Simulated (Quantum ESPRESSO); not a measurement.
# Commensurate spirals of MnS (Browneite), part 2 of 2

Wanted: E(q) of MnS (Browneite) at simple fractions of a reciprocal vector.

Quantum ESPRESSO 7.5; LDA; plane waves with GBRV 1.5 LDA potentials, no spin-orbit coupling, flat spiral in a supercell.

So far: Starting point; Parallel moments, one cell; One turn in 2 cells along the input cell's b; One turn in 3 cells along the input cell's b.

**5. One turn in 4 cells along the input cell's b**

Neighbouring cells are turned by 90° in the xy plane; the cell holds 8 atoms.

pw.in

```
&CONTROL
  calculation = 'scf'
  prefix = 'pwscf'
  outdir = './tmp'
  pseudo_dir = './pseudo'
  disk_io = 'nowf'
/
&SYSTEM
  ibrav = 0
  celldm(1) = 8
  nat = 8
  ntyp = 8
  ecutwfc = 34
  ecutrho = 238
  nbnd = 110
  occupations = 'smearing'
  smearing = 'fd'
  degauss = 0.00999582
  noncolin = .true.
  starting_magnetization(1) = 0.3
  angle1(1) = 90
  angle2(1) = 0
  starting_magnetization(2) = 0.3
  angle1(2) = 90
  angle2(2) = 90
  starting_magnetization(3) = 0.3
  angle1(3) = 90
  angle2(3) = 180
  starting_magnetization(4) = 0.3
  angle1(4) = 90
  angle2(4) = -90
  starting_magnetization(5) = 0
  starting_magnetization(6) = 0
  starting_magnetization(7) = 0
  starting_magnetization(8) = 0
/
&ELECTRONS
  conv_thr = 8d-08
  electron_maxstep = 150
  mixing_beta = 0.3
/
ATOMIC_SPECIES
Mn1    54.9380 mn_lda_v1.5.uspp.F.UPF
Mn2    54.9380 mn_lda_v1.5.uspp.F.UPF
Mn3    54.9380 mn_lda_v1.5.uspp.F.UPF
Mn4    54.9380 mn_lda_v1.5.uspp.F.UPF
S1     32.0600 s_lda_v1.4.uspp.F.UPF
S2     32.0600 s_lda_v1.4.uspp.F.UPF
S3     32.0600 s_lda_v1.4.uspp.F.UPF
S4     32.0600 s_lda_v1.4.uspp.F.UPF
CELL_PARAMETERS alat
   0.0000000000000    0.6614041436190    0.6614041436190
   2.6456165744761    0.0000000000000    2.6456165744761
   0.6614041436190    0.6614041436190    0.0000000000000
ATOMIC_POSITIONS crystal
Mn1     0.0000000000    0.0000000000    0.0000000000
Mn2     0.0000000000    0.2500000000    0.0000000000
Mn3     0.0000000000    0.5000000000    0.0000000000
Mn4     0.0000000000    0.7500000000    0.0000000000
S1      0.2500000000    0.0625000000    0.2500000000
S2      0.2500000000    0.3125000000    0.2500000000
S3      0.2500000000    0.5625000000    0.2500000000
S4      0.2500000000    0.8125000000    0.2500000000
K_POINTS automatic
4 3 4 0 0 0
```

Run with:

```sh
$ OMP_NUM_THREADS=1 mpirun -n 4 pw.x -nk 4 -in pw.in > pw.out
```

Log:

```text
     [... lines left out ...]
Program PWSCF v.7.5 starts
     [... lines left out ...]
     number of atoms/cell      =            8
     [... lines left out ...]
     number of electrons       =        84.00
     number of Kohn-Sham states=          110
     kinetic-energy cutoff     =      34.0000  Ry
     charge density cutoff     =     238.0000  Ry
     scf convergence threshold =      8.0E-08
     [... lines left out ...]
     Noncollinear calculation without spin-orbit
     [... lines left out ...]
     No symmetry found
     [... lines left out ...]
     number of k points=    48  Fermi-Dirac smearing, width (Ry)=  0.0100
     [... lines left out ...]
     iteration # 15     ecut=    34.00 Ry     beta= 0.30
     [... lines left out ...]
     atom number    1 relative position :    0.0000   0.0000   0.0000
     [... lines left out ...]
     magnetization :          3.952839    0.000078   -0.000010
     [... lines left out ...]
     atom number    2 relative position :    0.6614   0.0000   0.6614
[...]
magnetization :          0.000307    3.952824    0.000058
[...]
atom number    3 relative position :    1.3228   0.0000   1.3228
[...]
magnetization :         -3.952829   -0.000213   -0.000072
[...]
atom number    4 relative position :    1.9842   0.0000   1.9842
[...]
magnetization :         -0.000447   -3.952814    0.000049
     [... lines left out ...]
     atom number    5 relative position :    0.3307   0.3307   0.3307
     [... lines left out ...]
     magnetization :          0.083512    0.026740    0.000000
     [... lines left out ...]
     atom number    6 relative position :    0.9921   0.3307   0.9921
     [... lines left out ...]
     magnetization :         -0.026738    0.083520    0.000001
     [... lines left out ...]
     atom number    7 relative position :    1.6535   0.3307   1.6535
     [... lines left out ...]
     magnetization :         -0.083514   -0.026744   -0.000001
     [... lines left out ...]
     atom number    8 relative position :    2.3149   0.3307   2.3149
     [... lines left out ...]
     magnetization :          0.026733   -0.083524    0.000001
     [... lines left out ...]
     the Fermi energy is     6.9475 ev
!    total energy              =    -941.22591528 Ry
     estimated scf accuracy    <          4.6E-09 Ry
     smearing contrib. (-TS)   =      -0.01413647 Ry
     [... lines left out ...]
     total magnetization       =    -0.00    -0.00     0.00 Bohr mag/cell
     absolute magnetization    =    18.35 Bohr mag/cell
     convergence has been achieved in  15 iterations
```

The job ended after 7 min (4 MPI ranks of Arm Neoverse V2, shared host; peak memory 1.6 GiB; 28 min of CPU time).

Numbers from this step:

```yaml
smearing_term_ts: 0.1923 eV
magnetization: 0, 0, 0 μB
absolute_magnetization: 18.34 μB
final_state: non-collinear
largest_moment: 3.953 μB
```

**6. What a mistake does**

One input was spoiled on purpose, to see how the program answers.

pw.in

```
&CONTROL
  calculation = 'scf'
  prefix = 'pwscf'
  outdir = './tmp'
  pseudo_dir = './pseudo'
  disk_io = 'nowf'
/
&SYSTEM
  ibrav = 0
  nat = 2
  ntyp = 2
  ecutwfc = 34
  ecutrho = 238
  nbnd = 19
  occupations = 'smearing'
  smearing = 'fd'
  degauss = 0.00999582
  nspin = 2
  lspinorb = .true.
  starting_magnetization(1) = 0.3
  starting_magnetization(2) = 0
/
&ELECTRONS
  conv_thr = 2d-08
  electron_maxstep = 60
  mixing_beta = 0.3
/
ATOMIC_SPECIES
Mn     54.9380 mn_lda_v1.5.uspp.F.UPF
S      32.0600 s_lda_v1.4.uspp.F.UPF
CELL_PARAMETERS angstrom
   0.0000000000    2.8000000000    2.8000000000
   2.8000000000    0.0000000000    2.8000000000
   2.8000000000    2.8000000000    0.0000000000
ATOMIC_POSITIONS crystal
Mn      0.0000000000    0.0000000000    0.0000000000
S       0.2500000000    0.2500000000    0.2500000000
K_POINTS automatic
4 4 4 0 0 0
```

Log:

```text
     [... lines left out ...]
Program PWSCF v.7.5 starts
     Error in routine setup (1):
     spin orbit requires a non collinear calculation
 %%%%%%%%%%%%%%%%%%%%%%%%%%%%%%%%%%%%%%%%%%%%%%%%%%%%%%%%%%%%%%%%%%%%%%%%%%%%%%
     stopping ...
```

The job ended after 0.69 s (4 MPI ranks; peak memory 0.05 GiB).

The program refused the input before any cycle.

The program's message: “setup (1): spin orbit requires a non collinear calculation”

The fault put into the input: spin-orbit coupling without noncolin.

**7. The spirals together**

Spirals:

| q along the reciprocal vector | energy less that at q = 0 (meV a seeded atom) | largest site moment (μB) | typed angles kept | CPU time (s) |
| --- | --- | --- | --- | --- |
| 0 | 0 | 3.966 | yes | 169.2 |
| 0.25 | -102.4 | 3.953 | yes | 1679 |
| 0.3333 | -156.5 | 3.932 | yes | 915.4 |
| 0.5 | -210.4 | 3.908 | yes | 275.8 |

Table of energy less that at q = 0, self-consistent by path:

| path (Å⁻¹) | energy less that at q = 0, self-consistent (meV a seeded atom) |
| --- | --- |
| 0.000 | 0 |
| 0.486 | -102 |
| 0.648 | -156 |
| 0.972 | -210 |

**8. What came out**

| Item | Value |
| --- | --- |
| lowest point | q = 0.5 along b*, -210 meV a seeded atom |
| highest point | q = 0, 0 meV a seeded atom |

**Reading.** The state at q = 0.5 lies 210 meV a seeded atom under the parallel one, with neighbouring cells opposed. The moment changes by 1.5 % between the spirals. The cell of 4 repeats took 9.9 times the CPU time of the single cell, though its mesh is shorter in proportion. Here b and b* are vectors of the cell in the input, which need not be the conventional cell, and only this direction was probed. The mesh is coarse, so differences of some ten meV can be noise in a metal. Energies are free energies at an electronic temperature of 1580 K, which lowers moments and differences where the moments are itinerant. No Hubbard term acts here. In such compounds local and semilocal functionals without one often delocalise the d electrons, and can shrink or lose moments and miss the size, sign and order of the couplings. The cutoff lies under the 40 Ry that these files are usually run at.

[Logs and program files are shortened in this print: banners, set-up blocks, solver, clock and traceback lines can be left out without a mark of their own.]

[Logs are printed without paths, hosts, clocks, repeated set-up lines and the standing remarks that a program may print on its own settings, such as how far it seeks lower states.]

[Hosts, paths, dates, database ids (printed as entryN), source tags and the programs' standing remarks are cut or masked in the printed files.]

[Where a cell is said to come from a database of computed structures, the database is the Materials Project.]
